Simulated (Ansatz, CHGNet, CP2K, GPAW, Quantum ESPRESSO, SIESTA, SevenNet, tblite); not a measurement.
## Running generalised stacking fault on (111) (glide set) of a Ge-Sn solid solution (48 atoms) with tblite

Aim: run generalised stacking fault on (111) (glide set) of a Ge-Sn solid solution (48 atoms) in tblite and see how near its forces come to a plane-wave reference, and at what cost.

Main program and level: tblite 0.8.0; the method is named at each step.

## (1) The starting structure

The cell holds 48 atoms: 34 Ge and 14 Sn. Its edges and angles: a = 8.334 Å, b = 7.218 Å, c = 20.806 Å, α = 90.0°, β = 80.4°, γ = 90.0°. Diamond-structure Ge lattice (a = 5.8932 Å, the value set for the mixture), cell with z along [111], 2 x 1 x 2 periods; the third cell vector is tilted by 0.833 of 1/2[1-10] and lengthened by 0.1 Å, so the cell holds one fault (glide set); displaced by a Gaussian of 0.01 Å; 14 of 48 Ge sites given to Sn at random (lattice constant by Vegard's rule between Ge and Sn). Then every atom was moved at random, 0.05 Å r.m.s. a Cartesian component. The structure's axis is c.

The yardstick, on the same geometry:

| Property | Result |
| --- | --- |
| method | Kohn-Sham DFT, PBE, SSSP efficiency 1.3.0 pseudopotentials, plane waves (Quantum ESPRESSO 7.5); sssp-pbe-1.3.0-efficiency, cutoffs 45/360 Ry, Γ point |
| r.m.s. force component | 2.277 eV/Å |
| longest force | 12.82 eV/Å |
| pressure | 10.05 GPa |
| time | 3.1 min on 4 MPI ranks of Arm Neoverse V1, shared host |
| CPU time | 12 min |

## (2) GFN1-xTB

Method: GFN1-xTB tight binding, diagonalisation.

run.py reads:

```python
import numpy as np
from ase.io import read
from tblite.ase import TBLite

atoms = read("structure.xyz")
atoms.calc = TBLite(method="GFN1-xTB", electronic_temperature=580, accuracy=1.0, max_iterations=250, mixer_damping=0.1, verbosity=1)
energy = atoms.get_potential_energy()
forces = atoms.get_forces()
print(f"energy {energy:.6f} eV")
print("forces (eV/A)")
for i, (a, f) in enumerate(zip(atoms, forces)):
    print(f"{i:4d} {a.symbol:2s} {f[0]:10.5f} {f[1]:10.5f} {f[2]:10.5f}")
stress = -atoms.get_stress(voigt=False) * 160.21766
print("stress (GPa, compression positive)")
for row in stress:
    print(" ".join(f"{x:10.4f}" for x in row))
print("charges (e)")
print(np.array2string(atoms.get_charges(), precision=4, suppress_small=True, max_line_width=110, threshold=100000))
```

structure.xyz reads:

```xyz
48
Lattice="8.33424 0.00000 0.00000 0.00000 7.21767 0.00000 3.47263 0.00000 20.51464" Properties=species:S:1:pos:R:3 pbc="T T T"
Ge 6.19927 3.60364 0.49338
Sn 6.24284 3.65301 2.97914
Sn 6.34713 6.01023 3.90004
Ge 6.33783 5.96115 6.31912
Sn 1.96446 3.63612 0.43224
Ge 2.18287 3.61728 2.98734
Ge 2.03670 5.97363 3.73777
Ge 2.12696 6.14931 6.41267
Ge 4.15704 0.04143 0.37275
Ge 4.07658 7.14275 3.05730
Sn 4.17603 2.38125 3.84814
Ge 4.25137 2.34372 6.34682
Sn 4.02428 4.79087 7.22279
Sn 4.17425 4.81281 9.75758
Ge 6.18839 1.26107 7.25008
Ge 6.22925 1.23336 9.74445
Ge 6.22120 3.57340 10.64812
Ge 6.28374 3.63114 13.23215
Ge 6.23032 6.11712 14.10956
Ge 6.18237 5.88767 16.64496
Ge 8.34686 0.02634 0.45563
Sn 8.36129 7.14427 2.95288
Ge 8.33545 2.41409 3.81100
Ge 8.40191 2.44672 6.36405
Ge 8.34014 4.76034 7.25316
Ge 8.33661 4.81613 9.74917
Sn 2.06796 1.16277 7.15715
Ge 2.08284 1.11838 9.75553
Ge 2.10835 3.61786 10.54678
Ge 10.37776 3.61194 13.13511
Ge 10.42225 5.98626 14.04391
Ge 10.37091 6.04451 16.62773
Ge 4.16698 7.16960 10.61612
Ge 4.19303 0.03789 13.16137
Ge 4.18402 2.45827 14.11202
Ge 4.15737 2.46779 16.58814
Ge 4.15156 4.83569 17.38739
Ge 4.09808 4.90758 20.00485
Sn 6.28484 1.18254 17.38226
Sn 6.18497 1.17511 19.95951
Sn 8.36043 7.20295 10.63233
Sn 8.36761 7.13618 13.20691
Sn 8.33929 2.43705 14.01150
Ge 8.34428 2.40110 16.50813
Sn 8.30051 4.79701 17.33323
Ge 8.29591 4.81707 20.00362
Ge 10.36022 1.28662 17.51478
Ge 10.39961 1.23090 19.91089
```

Started as:

```sh
$ OMP_NUM_THREADS=1 python run.py > output.txt
```

Log:

```text
------------------------------------------------------------
  cycle        total energy    energy error   density error
------------------------------------------------------------
      1     -89.41846790572  -8.9805980E+01   3.3283270E-01
      2     -92.11523444359  -2.6967665E+00   2.1275963E-01
      3     -91.73939326529   3.7584118E-01   1.7958787E-01
      4     -91.19432852059   5.4506474E-01   1.6840907E-01
      5     -89.73857806119   1.4557505E+00   1.4890323E-01
      6     -90.81025525647  -1.0716772E+00   9.3151381E-02
      7     -88.44991571836   2.3603395E+00   1.1675504E-01
      8     -92.65939115512  -4.2094754E+00   2.8019683E-02
      9     -92.69305564185  -3.3664487E-02   1.3616355E-02
     10     -92.70091221447  -7.8565726E-03   1.0084443E-02
     11     -92.70987716101  -8.9649465E-03   6.3141434E-03
     12     -92.71111284088  -1.2356799E-03   4.3241782E-03
     13     -92.71239013758  -1.2772967E-03   1.8222740E-03
     14     -92.71255238943  -1.6225185E-04   1.0138457E-03
     15     -92.71258922992  -3.6840488E-05   7.3451197E-04
     16     -92.71261871111  -2.9481186E-05   4.8893038E-04
     17     -92.71263550795  -1.6796838E-05   2.0451950E-04
     18     -92.71263844569  -2.9377470E-06   8.5954751E-05
     19     -92.71263859445  -1.4875536E-07   5.3877733E-05
     20     -92.71263867841  -8.3956223E-08   3.9256849E-05
     21     -92.71263872688  -4.8470667E-08   2.3268179E-05
     22     -92.71263872904  -2.1688038E-09   1.1587462E-05
------------------------------------------------------------
 total:                                   3.847 sec
energy -2522.839402 eV
forces (eV/A)
   0 Ge    4.67762   -4.15201    1.96067
   1 Sn    1.67674   -1.62251   -1.52833
   2 Sn   -3.94416    1.22809    1.03615
   3 Ge   -0.31960    0.41325    2.41400
   4 Sn   15.08958  -12.77026   10.15740
   5 Ge   -1.63541    0.73292   -0.04112
   6 Ge    1.55150   -1.17174    1.54451
   7 Ge   -1.80455   -3.26698   -2.66036
   8 Ge   17.79775  -13.84534   11.95848
   9 Ge    0.26426   -0.48839   -1.32711
  10 Sn   -1.25441   -1.55941    0.61798
  11 Ge   -0.05852    0.13242    0.63358
  12 Sn    1.74758   -0.55851   -2.69149
  13 Sn    0.52836   -0.19618    2.12465
  14 Ge    0.84693   -0.63400    0.27781
  15 Ge   -0.42923    0.28672   -0.45401
  16 Ge    1.03950   -0.48504    0.91198
  17 Ge   -1.50064    1.19757   -0.94933
  18 Ge   -0.95135   -1.11614    0.86441
  19 Ge   -0.99727    0.75351   -1.45954
  20 Ge    3.85382   -2.85721    0.88311
  21 Sn    2.14142    2.75169   -1.47421
  22 Ge    1.00731    0.16246    0.94370
  23 Ge   -1.55257    0.58494   -1.10029
[...]
40 Sn   -0.90029    0.19276   -1.70746
  41 Sn   -0.32601   -0.75312    1.00482
  42 Sn    0.08947    0.51123    0.62237
  43 Ge    0.92303   -0.58224    0.47222
  44 Sn    0.36512   -0.50142    1.40209
  45 Ge   -5.14518    4.29986   -3.04225
  46 Ge    0.20798   -0.21958   -0.23301
  47 Ge   -3.59572    2.84923   -2.03342
stress (GPa, compression positive)
   24.1824    -6.2102     4.5742
   -6.2102    10.7646    -5.0656
    4.5742    -5.0656     9.3940
charges (e)
[-0.0003  0.0083  0.0091  0.0165 -0.0472  0.0462  0.0058  0.0542  0.0183 -0.0133 -0.0275  0.0633 -0.0247
 -0.0103 -0.0238 -0.0036 -0.0039  0.0088 -0.003   0.0568  0.02   -0.0245  0.0127 -0.0008 -0.0345  0.0109
 -0.0568  0.0398 -0.0128 -0.0115 -0.004   0.0314  0.0258 -0.0356 -0.0404  0.0319 -0.041   0.0307 -0.0206
 -0.0095 -0.0085  0.0172 -0.0298  0.0925 -0.0501 -0.0106 -0.023  -0.0287]
```

The job ended after 4.6 s (1 thread of Arm Neoverse V1, shared host; peak memory 0.12 GiB).

Banners, paths, timers and routine set-up lines are dropped from the logs unmarked, and long logs keep their key lines alone; longer cuts are marked.

Against the reference:

| Item | Value |
| --- | --- |
| r.m.s. force component | 4.21 eV/Å |
| r.m.s. difference of force components | 2090 meV/Å |
| longest difference of force vectors | 13300 meV/Å |
| force difference over r.m.s. force | 91.79 % |
| slope of forces against the reference's | 1.788 |
| correlation of force components | 0.9671 |
| pressure | 14.78 GPa |
| pressure difference | 4.734 GPa |

Length of the force difference by element (eV/Å):

```
element  atoms  mean  most
     Ge     34   1.1    13
     Sn     14   2.4    13
```

The surroundings of Sn14, picked at random, nearest first, numbered as they follow in the input and with coordinates relative to it.

```
atom      x      y      z  distance (Å)  bonds  Mulliken charge (e)     Fx     Fy  Fz (eV/Å)
Sn14   0.00   0.00   0.00          0.00      4                -0.01   0.53  -0.20       2.12
Ge33  -0.01   2.36   0.86          2.51      4                 0.03  -0.10   1.68       0.83
Ge29  -2.07  -1.19   0.79          2.51      4                -0.01  -1.32  -1.14       0.95
Sn13  -0.15  -0.02  -2.53          2.54      4                -0.02   1.75  -0.56      -2.69
Ge17   2.05  -1.24   0.89          2.55      4                 0.00   1.04  -0.49       0.91
Ge28  -2.09   3.52   0.00          4.10      4                 0.04   1.37   1.13       0.09
Ge16   2.06  -3.58  -0.01          4.13      4                 0.00  -0.43   0.29      -0.45
 Ge8  -2.05   1.34  -3.34          4.14      4                 0.05  -1.80  -3.27      -2.66
Ge26   4.16   0.00  -0.01          4.16      4                 0.01  -0.06  -1.32      -0.63
```

Atoms are counted from 1 here, from 0 in the log.

Forces lie 92 % from the reference's, at 0.0062 times its CPU time (on 1 against 4 cores).

## (3) What came out

```
force difference from the reference : tblite GFN1-xTB, 92 %
its CPU time                        : 4.6 s
```

In words: Tight binding differs by 92 % (tblite GFN1-xTB); it is another model, with fitted parameters of its own, and the xTB methods hold dispersion. One electronic-structure run takes under half the reference's CPU time: tblite GFN1-xTB, at 92 % in 4.6 s against 12 min, too far off to be of use; its pressure misses by +4.7 GPa. Periodic xTB results under one method name differ between programs and library versions. The reference's pressure holds the uncorrected Pulay stress of its 45 Ry basis, so small pressure differences, and their order, may be the reference's own error. The reference's stress is far from hydrostatic: its diagonal is 18.1, 4.6, 7.5 GPa, compression counted positive. The host structure and its lattice constant were typed by rule, without a check against the phase diagram. The reference's pressure of 10 GPa belongs to a cell and atoms that aren't relaxed at this level. The electronic-structure runs sample only Γ, in a cell whose shortest periodic width is 7 Å, which is coarse for a cell with partly filled levels.

[Also dropped from logs without a mark: logging warnings of Python, and SIESTA's first energy breakdown and zero terms.]

[Logs are printed without paths, hosts, clocks, repeated set-up lines and the standing remarks that a program may print on its own settings, such as how far it seeks lower states.]

[Hosts, paths, dates, database ids (printed as entryN), source tags and the programs' standing remarks are cut or masked in the printed files.]
